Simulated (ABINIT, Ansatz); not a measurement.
**A GW chain in ABINIT: SiC (F-43m)**

How does a plane-wave GW calculation on SiC (F-43m) run from the first input to the gap?

Method: PBE and many-body steps on it, plane waves, in ABINIT 10.8.3.

**Experimental background.**

- Gap 2.4 eV: Tauc optical (indirect) gap of annealed polycrystalline 3C-SiC; UV-VIS spectroscopic ellipsometry, Tauc analysis; film (CVD ultrathin polycrystalline film, annealed, about 5 nm grains) (“On-Demand CMOS-Compatible Fabrication of Ultrathin Self-Aligned SiC Nanowire Arrays”, 2018, pmc:6267454).

- Gap 2.39 eV: band gap at cryogenic temperature; bulk crystal (literature value) (quoted in “Silicon carbide diodes for neutron detection”, 2020, arxiv:2009.14696).

**1. Set-up**

Symmetry: F-43m, No. 216, cubic system. Conventional cell: a = 4.358 Å, b = 4.358 Å, c = 4.358 Å, α = 90.00°, β = 90.00°, γ = 90.00°. Si has 4 C at 1.89 Å nearest. Nearest to C lie 4 Si at 1.89 Å. Farther neighbours, and contacts between anions beyond the nearest, are not listed.

The cell and positions come from the Crystallography Open Database and are kept as given unless a step says otherwise.

**2. Ground state**

This step: ABINIT 10.8.3; DFT, PBE, plane waves, norm-conserving pseudopotentials.

The ground-state density comes first.

run.abi reads:

```
acell 3*1.0 Angstrom
rprim 
  -0.000000000000 2.179000000000 2.179000000000
  2.179000000000 0.000000000000 2.179000000000
  2.179000000000 2.179000000000 -0.000000000000
ntypat 2
znucl 14 6
natom 2
typat 1 2
xred 
  0.000000000000 0.000000000000 0.000000000000
  0.250000000000 0.250000000000 0.250000000000
pp_dirpath "pseudos"
pseudos "Si.upf, C.upf"
ecut 37
ngkpt 8 8 8
nshiftk 1
shiftk 0 0 0
kptopt 1
chksymbreak 0
nband 9
occopt 1
tolvrs 1e-10
nstep 60
prtwf 0
optforces 0
optstress 0
indata_prefix "in"
outdata_prefix "out"
tmpdata_prefix "tmp"
```

Launch:

```sh
$ OMP_NUM_THREADS=1 mpirun -n 8 abinit run.abi > log
```

Output:

```text
.Version 10.8.3 of ABINIT. v10.8.2 released Aug 2026.

 Symmetries : space group F-4 3 m (#216); Bravais cF (face-center cubic)
================================================================================
 Values of the parameters that define the memory need of the present run
     intxc =       0    ionmov =       0      iscf =       7    lmnmax =       6
     lnmax =       6     mgfft =      32  mpssoang =       3    mqgrid =    3001
     natom =       2  nloc_mem =       1    nspden =       1   nspinor =       1
    nsppol =       1      nsym =      24    n1xccc =    2501    ntypat =       2
    occopt =       1   xclevel =       2
-    mband =           9        mffmem =           1         mkmem =           4
       mpw =        1514          nfft =       32768          nkpt =          29
================================================================================
  Rough estimation (10% accuracy) of disk space for files :
================================================================================

--------------------------------------------------------------------------------
------------- Echo of variables that govern the present computation ------------
--------------------------------------------------------------------------------
 -outvars: echo values of preprocessed input variables --------
            acell      1.8897261259E+00  1.8897261259E+00  1.8897261259E+00 Bohr

      chksymbreak           0
             ecut      3.70000000E+01 Hartree
-          fftalg         312

              ixc     -101130
              kpt      0.00000000E+00  0.00000000E+00  0.00000000E+00
                       1.25000000E-01  0.00000000E+00  0.00000000E+00
                       2.50000000E-01  0.00000000E+00  0.00000000E+00
                       3.75000000E-01  0.00000000E+00  0.00000000E+00
                       5.00000000E-01  0.00000000E+00  0.00000000E+00
                       1.25000000E-01  1.25000000E-01  0.00000000E+00
                       2.50000000E-01  1.25000000E-01  0.00000000E+00
                       3.75000000E-01  1.25000000E-01  0.00000000E+00
                       5.00000000E-01  1.25000000E-01  0.00000000E+00
   [... 18 further rows ...]
                      -3.75000000E-01  5.00000000E-01  1.25000000E-01
                      -2.50000000E-01  5.00000000E-01  2.50000000E-01
         kptrlatt        8    0    0      0    8    0      0    0    8
          kptrlen      4.65866071E+01
P           mkmem           4
            natom           2
            nband           9
            ngfft          32      32      32
             nkpt          29
            nstep          60
             nsym          24
           ntypat           2
              occ      2.000000  2.000000  2.000000  2.000000  0.000000  0.000000
[...]
optforces           0
        optstress           0
            prtwf           0
            rprim     -0.0000000000E+00  2.1790000000E+00  2.1790000000E+00
[...]
spgroup         216

           tolvrs      1.00000000E-10

             xred      0.0000000000E+00  0.0000000000E+00  0.0000000000E+00
[...]
znucl       14.00000    6.00000

================================================================================

 chkinp: Checking input parameters for consistency.

================================================================================
== DATASET  1 ==================================================================
-   mpi_nproc: 8, omp_nthreads: 1 (-1 if OMP is not activated)

--- !DatasetInfo
iteration_state: {dtset: 1, }
dimensions: {natom: 2, nkpt: 29, mband: 9, nsppol: 1, nspinor: 1, nspden: 1, mpw: 1514, }
cutoff_energies: {ecut:  37.0, pawecutdg:  -1.0, }
electrons: {nelect:   8.00000000E+00, charge:   0.00000000E+00, occopt:   1.00000000E+00, tsmear:   1.00000000E-02, }

 Real(R)+Recip(G) space primitive vectors, cartesian coordinates (Bohr,Bohr^-1):
 R(1)=  0.0000000  4.1177132  4.1177132  G(1)= -0.1214266  0.1214266  0.1214266
 R(2)=  4.1177132  0.0000000  4.1177132  G(2)=  0.1214266 -0.1214266  0.1214266
 R(3)=  4.1177132  4.1177132  0.0000000  G(3)=  0.1214266  0.1214266 -0.1214266
 Unit cell volume ucvol=  1.3963629E+02 bohr^3
 Angles (23,13,12)=  6.00000000E+01  6.00000000E+01  6.00000000E+01 degrees

 getcut: wavevector=  0.0000  0.0000  0.0000  ngfft=  32  32  32
         ecut(hartree)=     37.000   => boxcut(ratio)=   2.00684

--- Pseudopotential description ------------------------------------------------
- Si Generated using ONCVPSP code by D. R. Hamann
- 14.00000   4.00000  171031                  znucl, zion, pspdat
12 -101130 2 -1 1510                          pspcod,pspxc,lmax,lloc,mmax
     nproj     2     2     2
  pspatm : epsatm=    9.34321561
         --- l  ekb(1:nproj) -->
[...]
pspatm: atomic psp has been read  and splines computed

- C Generated using ONCVPSP code by D. R. Hamann
-  6.00000   4.00000  171031                  znucl, zion, pspdat
12 -101130 1 -1 1248                          pspcod,pspxc,lmax,lloc,mmax
     nproj     2     2     0
  pspatm : epsatm=    4.31346680
         --- l  ekb(1:nproj) -->
[...]
1   -4.199961   -0.877517
 pspatm: atomic psp has been read  and splines computed

   1.09253459E+02                                ecore*ucvol(ha*bohr**3)
--------------------------------------------------------------------------------

_setup2: Arith. and geom. avg. npw (full set) are    1500.803    1500.779

================================================================================

--- !BeginCycle
iteration_state: {dtset: 1, }
solver: {iscf: 7, nstep: 60, nline: 4, wfoptalg: 0, }
tolerances: {tolvrs: 1.00E-10, }

     iter   Etot(hartree)      deltaE(h)  residm     vres2
 ETOT  1  -10.168910    -1.017E+01 1.492E-01 3.560E+02
 ETOT  2  -10.231492    -6.258E-02 4.611E-03 1.493E+02
 ETOT  3  -10.269768    -3.828E-02 1.428E-01 1.358E-01
 ETOT  4  -10.269787    -1.945E-05 4.462E-02 3.686E-03
 ETOT  5  -10.269787    -2.473E-07 7.191E-05 1.612E-04
 ETOT  6  -10.269787    -1.631E-08 1.202E-03 9.974E-07
 ETOT  7  -10.269787    -1.216E-10 5.882E-03 9.720E-09
 ETOT  8  -10.269787    -9.308E-13 2.099E-03 2.203E-10
 ETOT  9  -10.269787    -7.638E-14 3.861E-03 3.480E-12

 At SCF step    9       vres2   =  3.48E-12 < tolvrs=  1.00E-10 =>converged.

--- !ResultsGS
iteration_state: {dtset: 1, }
comment   : Summary of ground state results
lattice_vectors:
- [ -0.0000000,   4.1177132,   4.1177132, ]
- [  4.1177132,   0.0000000,   4.1177132, ]
- [  4.1177132,   4.1177132,  -0.0000000, ]
lattice_lengths: [   5.82333,    5.82333,    5.82333, ]
lattice_angles: [ 60.000,  60.000,  60.000, ] # degrees, (23, 13, 12)
lattice_volume:   1.3963629E+02
convergence: {deltae: -7.638E-14, res2:  3.480E-12, residm:  3.861E-03, diffor:  0.000E+00, }
etotal    :  -1.02697872E+01
entropy   :   0.00000000E+00
fermie    :   2.51183540E-01
cartesian_stress_tensor: null
pressure_GPa: null
xred      :
- [  0.0000E+00,   0.0000E+00,   0.0000E+00, Si]
- [  2.5000E-01,   2.5000E-01,   2.5000E-01,  C]
cartesian_forces: null
force_length_stats: {min: null, max: null, mean: null, }

 Integrated electronic density in atomic spheres:
 ------------------------------------------------
 Atom  Sphere_radius  Integrated_density
    1        2.00000          1.92719290
    2        2.00000          4.23371404
================================================================================

 ----iterations are completed or convergence reached----

 Mean square residual over all n,k,spin=   14.795E-06; max=  38.608E-04
 reduced coordinates (array xred) for    2 atoms
       0.000000      0.000000      0.000000
       0.250000      0.250000      0.250000
 rms dE/dt=  0.0000E+00; max dE/dt=  0.0000E+00; dE/dt below (all hartree)
    1       0.000000      0.000000      0.000000
    2       0.000000      0.000000      0.000000

 cartesian coordinates (angstrom) at end:
    1      0.000000     0.000000     0.000000
    2      1.089500     1.089500     1.089500
 length scales=  1.889726  1.889726  1.889726 bohr
              =  1.000000  1.000000  1.000000 angstroms
 prteigrs : about to open file out_EIG
 Fermi (or HOMO) energy (hartree) =   0.25118   Average Vxc (hartree)=  -0.41495
 Eigenvalues (hartree) for nkpt=  29  k points:
 kpt#   1, nband=  9, wtk=  0.00195, kpt=  0.0000  0.0000  0.0000 (reduced coord)
  -0.31511    0.25118    0.25118    0.25118    0.47989    0.51987    0.51987    0.51987
   0.78510
 prteigrs : prtvol=0 or 1, do not print more k-points.

--- !EnergyTerms
iteration_state     : {dtset: 1, }
comment             : Components of total free energy in Hartree
kinetic             :  5.890328E+00
hartree             :  1.167001E+00
xc                  : -3.778985E+00
Ewald energy        : -1.046561E+01
psp_core            :  7.824145E-01
local_psp           : -4.125592E+00
non_local_psp       :  2.606568E-01
total_energy        : -1.026979E+01
total_energy_eV     : -2.794551E+02
band_energy         :  2.755668E-01

== END DATASET(S) ==============================================================
================================================================================

 -outvars: echo values of variables after computation  --------
           etotal     -1.0269787227E+01
            nband           9
             nkpt          29
          spgroup         216
 [... the other variables as echoed above ...]

 Calculation completed.
```

It took 5.9 s on 8 MPI ranks of Intel Xeon Platinum 8259CL at 2.50GHz (Skylake/Cascade Lake), shared host; peak memory 0.5 GiB.

Numbers from this step:

```
total energy               : -279.4551 eV
gap                        : 1.361 eV
k of the valence top       : 0, 0, 0
k of the conduction bottom : 0.5, 0.5, 0
least direct gap           : 4.553 eV
```

The gap is indirect, with the least direct gap 3.19 eV higher.

(Part 1 of 3 ends here.)

[Long decimals in the printed logs are rounded to 6 places.]

[Logs are printed without paths, hosts, clocks, repeated set-up lines and the standing remarks that a program may print on its own settings, such as how far it seeks lower states.]

[Paths, hosts, dates, memory and timing lines, banners, echoed tables and standing remarks are left out of the program output; an Ansatz launch command may be rebuilt from the run's recorded settings. Measured values are a selection of at most five: reports struck by readers or far from the other reports are left out. None is set beside runs whose start may be inverted or whose files or cutoffs have a known fault.]

[Runs of the session that timed out or met a known fault of the program may be left out.]

[Hosts, paths, dates, database ids (printed as entryN), source tags and the programs' standing remarks are cut or masked in the printed files.]

[G0W0 gaps are taken among the corrected bands and points alone; a level outside them can change the order at an edge.]

[Where Ansatz stands beside ABINIT at settings called matched, ABINIT's density can come from a denser mesh and the files from another edition; pairs whose starting gaps differed by over 0.03 eV were left out, so agreement reads better than it is.]
